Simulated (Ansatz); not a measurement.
# Gap against volume in random rock-salt alloy of LiF and LiH (64 atoms)

The cell holds 64 atoms: 32 Li, 24 H and 8 F. Cell: a = 8.116 Å, b = 8.083 Å, c = 8.131 Å, α = 90.0°, β = 90.0°, γ = 90.0°. It derives from LiF and LiH. The starting structure: Rock-salt LiF, 2 x 2 x 2 conventional cells, 24 of 32 F sites given to H at random (x = 0.750), lattice by Vegard's rule (a = 4.069 Å); not relaxed, displaced by a Gaussian of 0.02 Å.

Calculated with Ansatz 0.2.0: Kohn-Sham DFT, PBE, PAW (set soft_2), plane waves; cutoff 420 eV, Γ point, fixed occupations. The relaxed cell was scaled evenly and the atoms were relaxed at each volume. The gap is that between the highest filled and the lowest empty Kohn-Sham level on the run's k-points.

| volume (Å³/atom) | gap (eV) |
| --- | --- |
| 7.5011 | 4.132 |
| 7.8345 | 4.132 |
| 8.0846 | ? |
| 8.3346 | 4.103 |
| 8.5846 | 4.087 |
| 8.8347 | 4.071 |

Task: Fit a straight line in ln V to the rows given and interpolate to the withheld row.

**Working.**

A volume deformation potential makes the spacing linear in u = ln(V/V0), with V0 = 8.3346 Å³ the relaxed volume; v is the spacing.

```
u = ln(V/V0)  v (eV)
   -0.105361  4.1323
  -0.0618764  4.1322
           0  4.1029
   0.0295603  4.0867
   0.0582687  4.0706
```

With n = 5: mean u = -0.0158817, mean v = 4.10494, Σ(u − ū)² = 0.017938, Σ(u − ū)(v − v̄) = -0.0071095. Slope b = -0.0071095 / 0.017938 = -0.39635; intercept a = v̄ − b ū = 4.0986.

At the withheld volume u = -0.03046, and v = a + b u.

Prediction at 8.0846: 4.111 eV. The run gave 4.119 eV, so the fit is low by 0.0078 eV (0.19 % of the value).

The rows follow a line only loosely (correlation 0.96 in size over all rows, under the 0.97 asked here), so the slope of -0.40 eV is a mean trend and no deformation potential. Among the rows given, the largest miss of the fit is at 7.8345, by 0.0090 eV (15 % of the range of the table).

Limits: The table spans 16 % in volume, wide for a linear law. Semilocal functionals tend to put gaps under measured ones. Only the Γ point is sampled. The mesh needn't hold the band edges.

[Logs are printed without paths, hosts, clocks, repeated set-up lines and the standing remarks that a program may print on its own settings, such as how far it seeks lower states.]

[Hosts, paths, dates, database ids (printed as entryN), source tags and the programs' standing remarks are cut or masked in the printed files.]
